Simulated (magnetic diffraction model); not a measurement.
**Magnetic neutron pattern of NdTeW2**

Space group Ama2 (no. 40), a = 3.9590 Å, b = 24.3730 Å, c = 4.0610 Å.

```
site  atom    x       y       z
  4b     W  3/4  0.5696  0.9326
  4b     W  3/4  0.9335  0.9323
  4b    Nd  1/4  0.8320  0.9459
  4b    Te  1/4  0.7047  0.9054
```

The compound is invented for this exercise: a known structure type with other elements, its cell scaled to their sizes and not relaxed.

Only Nd is taken to order (form factors of Nd3+); orders and moment sizes are assumed, and not adapted to the symmetry. Radiation: neutrons of λ = 2.52 Å, 3° to 60°; isotropic B of 0.46 Å² (W), 0.55 Å² (Nd) and 0.55 Å² (Te). The intensities are simulated: I ∝ L Σ (|F_N|² + |F_M⊥|²) for unpolarised neutrons, with F_M = 2.695 fm/μB × Σ f(s) S exp(2πi Q·r) exp(−B s²) at Q = H ± k (one set where k and −k are equivalent), only the part normal to Q counting and L = 1/(sin²θ cos θ). For a modulated order the moment at position r is S exp(−2πi k·r) + c.c., with S = m/2 for a sine wave of amplitude m and S = m(u + iv)/2 for moments turning in a plane, u and v being orthogonal unit vectors in it; the phase factor of the sum at Q = H + k is then exp(2πi H·r). Form factors are spin-only for 3d ions and dipole or tabulated for f ions, scattering lengths are Sears's of 1992, and absorption is left out. A label names one of the reflections at its angle. The strongest nuclear line in the range is 100, and lines under 0.2 are left out.

Assume the order k = (0 1/6 0), moments turning in the plane of [001] and [100], 2.9 μB on Nd; signs + at (1/4, 0.8320, 0.9459), + at (3/4, 0.6680, 0.4459).

Predict the pattern, nuclear and magnetic parts apart.

```csv
2θ (°),index,nuclear,magnetic
10.88,(0 11/6 0),0.0,25.7
11.87,(0 2 0),16.4,0.0
12.86,(0 13/6 0),0.0,18.4
22.86,(0 23/6 0),0.0,4.9
23.87,(0 4 0),4.4,0.0
24.88,(0 25/6 0),0.0,4.1
35.10,(0 35/6 0),0.0,9.2
36.51,(0 5/6 1),0.0,2.1
36.67,(0 1 1),3.1,0.0
36.85,(0 7/6 1),0.0,2.1
37.18,(0 37/6 0),0.0,8.2
38.79,(1 11/6 0),0.0,6.0
39.10,(1 2 0),6.9,0.0
39.44,(1 13/6 0),0.0,6.0
40.13,(0 17/6 1),0.0,8.4
40.59,(0 3 1),5.7,0.0
41.07,(0 19/6 1),0.0,8.2
44.04,(1 23/6 0),0.0,5.8
44.61,(1 4 0),1.0,0.0
45.20,(1 25/6 0),0.0,5.7
46.95,(0 29/6 1),0.0,2.1
47.64,(0 5 1),1.1,0.0
47.78,(0 47/6 0),0.0,1.6
48.33,(0 31/6 1),0.0,2.0
48.86,(0 8 0),54.0,0.0
49.95,(0 49/6 0),0.0,1.4
52.77,(1 6 0),10.7,0.0
53.05,(1 5/6 1),0.0,6.2
53.16,(1 1 1),40.8,0.0
53.30,(1 7/6 1),0.0,6.2
56.09,(0 41/6 1),0.0,1.1
56.17,(1 3 1),100.0,0.0
56.94,(0 7 1),21.2,0.0
57.80,(0 43/6 1),0.0,1.1
```

The strongest magnetic line in the range is (0 11/6 0) at 10.88° (25.7). Below the range, at 0.99°, lies the magnetic line (0 1/6 0) with 11798. On top of the Lorentz factor, which all lines share, magnetic lines fade with angle because f falls: for Nd3+ it is 0.98, 0.90, 0.79 and 0.54 at sin θ/λ = 0.1, 0.2, 0.3 and 0.5 Å⁻¹, while nuclear lengths stay constant. The order has no net moment.

[Logs are printed without paths, hosts, clocks, repeated set-up lines and the standing remarks that a program may print on its own settings, such as how far it seeks lower states.]
